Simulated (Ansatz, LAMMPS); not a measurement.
# Glassy 64SiO2-18MgO-9Li2O-9K2O (mol %) (155 atoms) under strain, part 2 of 3

How stiff is glassy 64SiO2-18MgO-9Li2O-9K2O (mol %) (155 atoms), and how do its levels respond to strain?

Ansatz 0.2.0; Kohn-Sham DFT, PBE, PAW (set soft_2), plane waves.

The cell: 35 Si, 10 Mg, 10 Li, 10 K and 90 O. The quench rate of 50 K/ps is many orders above laboratory rates. The starting topology of bonds comes from the classical model. Only the Γ point is sampled.

So far. Step 2 (Single point at the start): The r.m.s. force at the start is 1.4 eV/Å. Step 3 (Cell and atoms relaxed): The relaxation converged after 28 steps, with a largest force component of 0.029 eV/Å.

### Step 4. Single point at the relaxed geometry

The electronic structure is read at the final geometry, in a run of its own.

File input.yaml:

```yaml
crystal:
  lattice:
    - [12.45896, -0.01188, 0.00321]
    - [-0.01188, 12.96237, -0.0541]
    - [0.00321, -0.0541, 12.94694]
  atoms:
    - { symbol: Si, position: [0.62491, 0.80326, 0.78513] }
    - { symbol: Si, position: [0.57945, 0.2031, 0.29117] }
    - { symbol: Si, position: [0.06007, 0.81828, 0.1713] }
    - { symbol: Si, position: [0.88614, 0.26463, 0.44756] }
    - { symbol: Si, position: [0.00241, 0.84033, 0.40136] }
    - { symbol: Si, position: [0.60837, 0.06542, 0.49036] }
    [... 143 atom lines left out ...]
    - { symbol: O, position: [0.64627, 0.69772, 0.71568] }
    - { symbol: O, position: [0.5038, 0.61739, 0.89921] }
    - { symbol: O, position: [0.22682, 0.70186, 0.52864] }
    - { symbol: O, position: [0.80217, 0.46373, 0.99805] }
    - { symbol: O, position: [0.42717, 0.63526, 0.52756] }
    - { symbol: O, position: [0.80032, 0.2985, 0.54032] }
kpoints:
  mp_grid: { grid: [1, 1, 1] }
hamiltonian:
  xc: pbe
scf:
  occupations: { method: fixed }
output:
  forces: true
  stress: true
  populations: true
  dos:
    method: { smearing: { sigma: 0.1 } }
    de: 0.1
    projected: { site_lists: { K: [K], Li: [Li], Mg: [Mg], O: [O], Si: [Si] } }
  eigenvalues: true
  write_density: true
  write_potential: true
  volumetric_format: npy
```

The run is started by

```console
> ansatz run input.yaml --threads 4 --pin off --max-ram 8192MiB --backend cpu --events-out ev --progress --plain --runs-dir out
```

Numbers of over 12 decimals in the logs are rounded to 6 here.

The program printed:

```text
[...]
Crystal: 155 atoms, lattice volume = 2090.862 Å³
Basis set: ecut = 420 eV, 40807 PW (Γ), exchange–correlation on 180×180×180 points (8 copies of the dense FFT grid, shifted against one another)
Bands: 605, of which v1, the nominal top of the filled ones, is band 450 counted from 1 (449 counted from 0)
Symmetry: 1 space group operations
[...]
k-points: 1
[...]
SCF iter   1: F=—  HF=-110162.785085 eV  |F-HF|=—  |Δ(HF+E_count)|=         —  Δρ=1.74e-3  dr2=1.10e-1  ethr=1.77e-3  ⟨swp⟩=4.0  Hψ=2244  notcnv=0  defer=153
[...]
SCF iter   9: F=-110162.780310 eV  HF=-110162.780310 eV  |F-HF|=1.78e-8  |Δ(HF+E_count)|=   4.00e-8  Δρ=2.04e-6  dr2=8.50e-8  ethr=1.11e-11  ⟨swp⟩=19.0  Hψ=6102  notcnv=0
SCF 1 converged in 9 iterations: F = -110162.780310 eV  dr2 = 8.50e-8
[...]
SCF converged after 9 iterations
Free energy (F): -110162.780310 eV
[...]
Internal energy: -110162.780310 eV  (E = F + TS)
E sigma→0 (E₀):  -110162.780310 eV
Fermi energy:    3.686154 eV
[...]
--- Forces (eV/Å), atoms counted from 1 ---
  atom   1  Si     0.00419027     0.00094076     0.00224618
  atom   2  Si     0.00066879     0.00402304     0.00569643
  atom   3  Si     0.01074772     0.00270596     0.02772792
  atom   4  Si     0.01151772     0.00950473     0.00331873
  atom   5  Si     0.01527716     0.00425584    -0.00661559
  atom   6  Si     0.00193569     0.00562303    -0.01098648
  atom   7  Si    -0.01592776    -0.00541636     0.00449852
  atom   8  Si     0.00110070    -0.00655799    -0.00210184
  atom   9  Si     0.00137413     0.01916981    -0.00591553
  atom  10  Si    -0.01143859     0.00112813     0.00734064
  atom  11  Si    -0.01200251    -0.00488780    -0.00680338
  atom  12  Si     0.00086264     0.00436479    -0.01297962
  atom  13  Si     0.00416189     0.00252748     0.00035180
  atom  14  Si    -0.01270335     0.00527216    -0.02918183
[...]
atom 154  O     -0.00332696    -0.00432858    -0.02346629
  atom 155  O     -0.00095317     0.00589439     0.00427041
  max |Σ_I F_I| component: 7.46e-5 eV/Å
--- Stress (GPa, compression-positive) ---
        0.009115       0.001737       0.005926
        0.001736       0.044831       0.002194
        0.005926       0.002194       0.043263
  P = ⅓ Tr σ = 0.0324 GPa (0.324 kbar)
--- Band table (eV) ---
[...]
--- Löwdin populations: 155 sites ---
  site symbol       q [e]
     0     Si      2.4281
     1     Si      2.3346
     2     Si      2.3302
[...]
154      O      6.8132
  spilling = 0.011160 (of n_electrons = 900.000000)
```

It took 19 s on 4 threads of AMD EPYC 9R45, shared host; peak memory 3.5 GiB; 70 s of CPU time.

The run gave:

| Quantity | Value |
| --- | --- |
| free energy | -110162.7803 eV |
| free energy per atom | -710.7276 eV/atom |
| SCF cycles | 9 |
| pressure | 0.0324 GPa |
| r.m.s. force component | 0.00682 eV/Å |
| longest force | 0.03226 eV/Å |
| Fermi energy | 3.686 eV |
| gap (highest filled to lowest empty level) | 3.795 eV |
| spilling of the projection | 0.01116 |

Löwdin charges by element (they lack the spilled electrons, 0.065 e an atom on average):

```
element  coordination  atoms  mean charge (e)  spread  least    most
      K           all     10            0.865   0.013  0.846   0.890
     Li           all     10            0.788  0.0068  0.778   0.798
     Mg           all     10             1.62  0.0128   1.60    1.64
      O           all     90           -0.904   0.117  -1.38  -0.786
     Si           all     35             1.67  0.0591   1.57    1.76
```

Density of states as counts of states in windows of 1 eV (from the Fermi level), total and the larger projections:

```
from (eV)  to (eV)  total   O p  Si p   O s   K p
      -18      -17   27.3   0.4   3.1  21.5   0.0
      -17      -16   47.4   0.7   6.1  38.0   0.1
      -16      -15    4.3   0.0   0.3   3.7   0.0
      -15      -13    0.0   0.0   0.0   0.0   0.0
      -13      -12   18.8   0.1   0.0   0.0  18.5
      -12      -11   40.5   0.5   0.1   0.2  39.6
      -11      -10    3.6   1.9   0.1   0.1   0.7
      -10       -9   11.7   7.7   0.7   0.6   0.0
       -9       -8   15.5  10.5   1.2   0.8   0.0
       -8       -7   26.7  19.0   3.5   1.1   0.0
       -7       -6   34.4  26.0   6.1   0.7   0.0
       -6       -5   22.0  17.0   3.2   0.6   0.0
       -5       -4   68.5  55.1   6.8   3.4   0.1
       -4       -3   89.5  77.9   5.3   2.6   0.1
       -3       -2  104.6  96.6   3.0   1.5   0.1
       -2       -1   97.0  91.6   2.0   0.7   0.1
       -1        0   66.1  63.3   0.9   0.2   0.1
        0        1    1.1   1.1   0.0   0.0   0.0
        1        3    0.0   0.0   0.0   0.0   0.0
        3        4    2.0   0.0   0.0   0.5   0.0
        4        5    2.2   0.2   0.1   0.4   0.0
```

With fixed occupations the program's Fermi level is the highest filled level; weight inside the gap is the broadening of levels at its edges.

Between -26 and -18 eV lie 101 more states.

The stored curve holds about 780 of the 900 electrons; the rest, give or take the few that broadening carries across the Fermi level, lie in deeper levels below its range.

The levels nearest the highest filled one (over half full), pooled over k-points and spins:

```
level less the highest filled one (eV)  occupation
                                -0.234           2
                                -0.196           2
                                -0.144           2
                                -0.106           2
                               -0.0351           2
                                     0           2
                                  3.79           0
                                  4.79           0
                                  5.13           0
                                  5.17           0
                                  5.25           0
                                  5.32           0
```

Valence density in the bc plane at fractional x = 0.395, with atoms of Si and Mg and Li and K and O within 0.2 Å of it. It is the smooth field of the valence electrons, not physical close to the nuclei.

Ten steps, logarithmic in the rise over the least value, from '0' (0 e/Å³) to '9' (19 e/Å³), each cell a mean:
```
2211000000011100000000000001367753212
5542100001111111000000000001256542123
6652111232211122100000000256322210013
3321113554310121100000001699610000002
0000013454222221000000000377310000000
0000001121112221000000001222100000000
0000000000001211000000012333112200000
0000000000000000000000012332147730000
0000000011110000000000011111025521211
1000000135542000000001222210000012222
1100000256664100000002455320011222222
1100000245552100000002465321123332101
2100000012210000000001233211123332222
2100000000000000000000000000011111123
2100000000111100000000000000000000112
0000000001122211110000000000000000001
0000000122221122221000000001233210000
0000001233321123321000000012455310000
0000000122222222111000000012344210000
1000000000112221000111110001121100011
4210000000011211000111111000000001245
6310011100000100000001100000000001467
4210112100000000000000000000011111355
2100001000000000000000000001245432222
```
Columns run along b (13.0 Å), rows up along c (12.9 Å). Atoms in or near the plane, at fractional coordinates: Si at (0.34, 0.27), Si at (0.33, 0.86), Si at (0.95, 0.51), Mg at (0.72, 0.84), Li at (0.83, 0.67), K at (0.27, 0.55), O at (0.82, 0.97).

Electrostatic potential energy in the bc plane at fractional x = 0.395, with atoms of Si and Mg and Li and K and O within 0.2 Å of it. With pseudopotentials it is smooth inside the atoms' cores, unlike the true potential.

Values in eV, 13 rows by 16 columns, each cell a mean:
```
 -5   7   9   9   5   2   7  10  10  10   8   5  -8 -30 -10 -11
-18   3   6  -5 -16 -35  -9   8   9   9   1 -25  -9   7   8   5
  8   8   7  -9  -7 -19   0   8   9   9   2 -20  -6   8   9   9
  8   8   9   9   8   7   8  10  10  10   9   4   3  -5   6   9
  9   9   8   5   2   6   9  10  10   7   4   6   0 -16   4   8
  2   8   6 -13 -34  -8   8  10  10   1 -12   5   7   6  -6 -18
 -5   8   7  -3 -15   1   9  10   9   3  -9   5   7   1 -18 -35
  8  10   9   8   8   9   9   9   8   9   8   7   8   9   6   3
 10  10  10   9   3 -11   1   9   9   9   9   9   8   9   9   9
  8  10  10   7 -11 -38 -15   7   8   7   8   6  -8  -2   7   7
  8   9  10  10   6  -1   5   6   0   2   8   7   5   7   9   8
 -7   8  10   9   8   8   9   7   2   4   8   7   8   9   7 -25
  3   9  10   9   7   8   9   9   8   9   7   5   5  -1  -5 -16
```
Columns run along b (13.0 Å; values clipped at the 3rd and 97th percentile), rows up along c (12.9 Å). Atoms in or near the plane, at fractional coordinates: Si at (0.34, 0.27), Si at (0.33, 0.86), Si at (0.95, 0.51), Mg at (0.72, 0.84), Li at (0.83, 0.67), K at (0.27, 0.55), O at (0.82, 0.97).

The highest filled and lowest empty levels differ by 3.79 eV (at Γ alone); a semilocal functional tends to put such gaps too low. In a disordered cell it changes from sample to sample, and tail or defect levels can set it. Mean Löwdin charges: K +0.87, Li +0.79, Mg +1.62, O -0.90, Si +1.67 e (they miss 1.1 % of the electrons, so they add up to more than the cell's charge).

### Step 5. Volume -3 %

The relaxed cell is scaled evenly and the atoms are relaxed again; the stress at the end gives one point of P(V).

input.yaml, the sections that differ from step 4:

```yaml
crystal:
  lattice:
    - [12.3331, -0.01176, 0.00318]
    - [-0.01176, 12.83143, -0.05355]
    - [0.00318, -0.05355, 12.81615]
  atoms:
    [... the 155 atom lines of step 4 ...]
output:
  forces: true
  eigenvalues: true
  stress: true
relax:
  f_tol: 0.05
  max_steps: 70
# kpoints, hamiltonian, scf: as in step 4
```

The program printed:

```text
Warning: output.stress: scf.convergence.dr2_threshold = 1e-7 eV (the SCF's general default) is looser than the 1.08e-8 eV advised for a printed stress (1e-10 eV for each atom of the cell: 155, of which 108 are counted). What an SCF threshold leaves in a stress goes as its square root, and in the free energy as the threshold itself, and one threshold admits the most on a small cell: [...]
[...]
Crystal: 155 atoms, lattice volume = 2028.135 Å³
Basis set: ecut = 420 eV, 39725 PW (Γ), exchange–correlation on 180×180×180 points (8 copies of the dense FFT grid, shifted against one another)
Bands: 605, of which v1, the nominal top of the filled ones, is band 450 counted from 1 (449 counted from 0)
Symmetry: 1 space group operations
[...]
k-points: 1
[...]
SCF iter   1: F=—  HF=-110161.947313 eV  |F-HF|=—  |Δ(HF+E_count)|=         —  Δρ=1.77e-3  dr2=1.06e-1  ethr=1.77e-3  ⟨swp⟩=4.0  Hψ=2244  notcnv=0  defer=153
[...]
SCF iter   6: F=-110161.942699 eV  HF=-110161.942705 eV  |F-HF|=6.49e-6  |Δ(HF+E_count)|=   2.59e-6  Δρ=3.59e-5  dr2=2.46e-5  ethr=6.94e-9  ⟨swp⟩=18.0  Hψ=3961  notcnv=0
SCF 1 converged in 6 iterations: F = -110161.942699 eV  dr2 = 2.46e-5
[...]
relax step   1: F+E_penalty+E_count = -110161.94269850 eV  Δ(F+E_penalty+E_count) = +0.000e0 eV  max|allowed force component| = 6.043e-1 eV/Å  Δτ_max = 0.0000 Å  (6 SCF iters, dr2 threshold 6.25e-5 eV, accepted)
[...]
relax step   2: F+E_penalty+E_count = -110162.25482307 eV  Δ(F+E_penalty+E_count) = -3.121e-1 eV  max|allowed force component| = 3.525e-1 eV/Å  Δτ_max = 0.0751 Å  (6 SCF iters, dr2 threshold 2.28e-5 eV, accepted)
[...]
relax step   3: F+E_penalty+E_count = -110162.41803348 eV  Δ(F+E_penalty+E_count) = -1.632e-1 eV  max|allowed force component| = 1.636e-1 eV/Å  Δτ_max = 0.0682 Å  (7 SCF iters, dr2 threshold 7.77e-6 eV, accepted)
relax step   4: F+E_penalty+E_count = -110162.43744351 eV  Δ(F+E_penalty+E_count) = -1.941e-2 eV  max|allowed force component| = 2.312e-1 eV/Å  Δτ_max = 0.0932 Å  (7 SCF iters, dr2 threshold 5.77e-6 eV, accepted)
relax step   5: F+E_penalty+E_count = -110162.47707846 eV  Δ(F+E_penalty+E_count) = -3.963e-2 eV  max|allowed force component| = 7.858e-2 eV/Å  Δτ_max = 0.0663 Å  (6 SCF iters, dr2 threshold 1.15e-5 eV, accepted)
relax step   6: F+E_penalty+E_count = -110162.42726593 eV  Δ(F+E_penalty+E_count) = +4.981e-2 eV  max|allowed force component| = 1.996e-1 eV/Å  Δτ_max = 0.2000 Å  (9 SCF iters, rejected (line search))
relax step   7: F+E_penalty+E_count = -110162.49469058 eV  Δ(F+E_penalty+E_count) = -1.761e-2 eV  max|allowed force component| = 5.078e-2 eV/Å  Δτ_max = 0.0691 Å  (9 SCF iters, accepted)
[...]
relax step   8: F+E_penalty+E_count = -110162.49735727 eV  Δ(F+E_penalty+E_count) = -2.667e-3 eV  max|allowed force component| = 4.936e-2 eV/Å  Δτ_max = 0.0179 Å  (7 SCF iters, accepted)
SCF converged after 7 iterations
Free energy (F): -110162.497357 eV
[...]
Internal energy: -110162.497357 eV  (E = F + TS)
E sigma→0 (E₀):  -110162.497357 eV
Fermi energy:    3.939545 eV
[...]
--- Forces (eV/Å), atoms counted from 1 ---
  atom   1  Si     0.00388105    -0.00237467     0.00775078
  atom   2  Si    -0.00157859    -0.00532108    -0.00830546
  atom   3  Si    -0.00519530    -0.00397038     0.02242023
  atom   4  Si     0.00242703    -0.02715263    -0.01003680
  atom   5  Si    -0.00239412     0.01575195    -0.00112128
  atom   6  Si     0.00646610    -0.01404686     0.02274218
  atom   7  Si     0.01841415    -0.00614643     0.01236916
  atom   8  Si    -0.01982283    -0.01784496    -0.00297602
  atom   9  Si     0.00851775     0.01787083    -0.01613370
  atom  10  Si    -0.00278844     0.00326089     0.01125517
  atom  11  Si    -0.00179137    -0.00639693    -0.00230271
  atom  12  Si    -0.00546587     0.01330668     0.01048990
  atom  13  Si     0.00506560     0.00372565    -0.02379686
  atom  14  Si    -0.00278711     0.00160645     0.00946169
[...]
atom 154  O      0.01628329     0.00693650     0.02598486
  atom 155  O     -0.00162220    -0.00371582    -0.01301333
  max |Σ_I F_I| component: 1.23e-4 eV/Å
--- Stress (GPa, compression-positive) ---
        1.452995       0.008962       0.134048
        0.008961       1.787483      -0.030970
        0.134049      -0.030970       1.473223
  P = ⅓ Tr σ = 1.5712 GPa (15.712 kbar)
--- Band table (eV) ---
[...]
--- Relaxed structure (8 steps of the walk, 7 accepted, 0 SCFs on fresh bases) ---
  F+E_penalty+E_count = -110162.49735727 eV   max|allowed force component| = 4.936e-2 eV/Å
  atoms:
    - { symbol: Si, position: [0.626987, 0.803959, 0.783916] }
    - { symbol: Si, position: [0.576006, 0.201551, 0.291097] }
    - { symbol: Si, position: [0.063327, 0.815792, 0.170506] }
    - { symbol: Si, position: [0.883888, 0.263578, 0.447169] }
[...]
- { symbol: O, position: [0.799505, 0.301148, 0.541900] }
```

The job ended after 1.8 min (4 threads; peak memory 3.4 GiB; 6.8 min of CPU time).

The program notes that the SCF threshold is loose for the stress.

The relaxation converged after 8 steps, 0.555 eV below its start, with a largest force component of 0.049 eV/Å.

Volume -3 %: the energy stands 0.283 eV above that of the reference, at a pressure of 1.57 GPa.

### Step 6. Volume +3 %

The relaxed cell is scaled to another volume.

Input and log are left out; they have the form of those shown for this kind of step.

The job ended after 3.9 min (4 threads of AMD EPYC 9R45, shared host; peak memory 3.6 GiB).

The relaxation converged after 16 steps, 0.674 eV below its start, with a largest force component of 0.049 eV/Å.

Volume +3 %: the energy stands 0.0693 eV above that of the reference, at a pressure of -1.21 GPa.

### Step 7. Volume -6 %

The relaxed cell is scaled to another volume.

Input and log are left out; they have the form of those shown for this kind of step.

Run time: 4.9 min. Hardware: 4 threads of AMD EPYC 9R45, shared host; peak memory 3.4 GiB.

The relaxation converged after 22 steps, 2.42 eV below its start, with a largest force component of 0.026 eV/Å.

Volume -6 %: the energy stands 1.16 eV above that of the reference, at a pressure of 3.00 GPa.

### Step 8. Volume +6 %

The relaxed cell is scaled to another volume.

Input and log are left out; they have the form of those shown for this kind of step.

The job ended after 3.9 min (4 threads of AMD EPYC 9R45, shared host; peak memory 3.6 GiB; 15 min of CPU time).

The relaxation converged after 16 steps, 2.15 eV below its start, with a largest force component of 0.049 eV/Å.

Volume +6 %: the energy stands 0.719 eV above that of the reference, at a pressure of -1.96 GPa.

### Step 9. Volume -10 %

The relaxed cell is scaled to another volume.

Input and log are left out; they have the form of those shown for this kind of step.

Elapsed: 6.7 min, on 4 threads of AMD EPYC 9R45, shared host; peak memory 3.2 GiB.

The relaxation converged after 31 steps, 7.88 eV below its start, with a largest force component of 0.045 eV/Å.

Volume -10 %: the energy stands 2.84 eV above that of the reference, at a pressure of 4.72 GPa.

[end of part 2 of 3]

[Logs are printed without paths, hosts, clocks, repeated set-up lines and the standing remarks that a program may print on its own settings, such as how far it seeks lower states.]

[Hosts, paths, dates, database ids (printed as entryN), source tags and the programs' standing remarks are cut or masked in the printed files.]
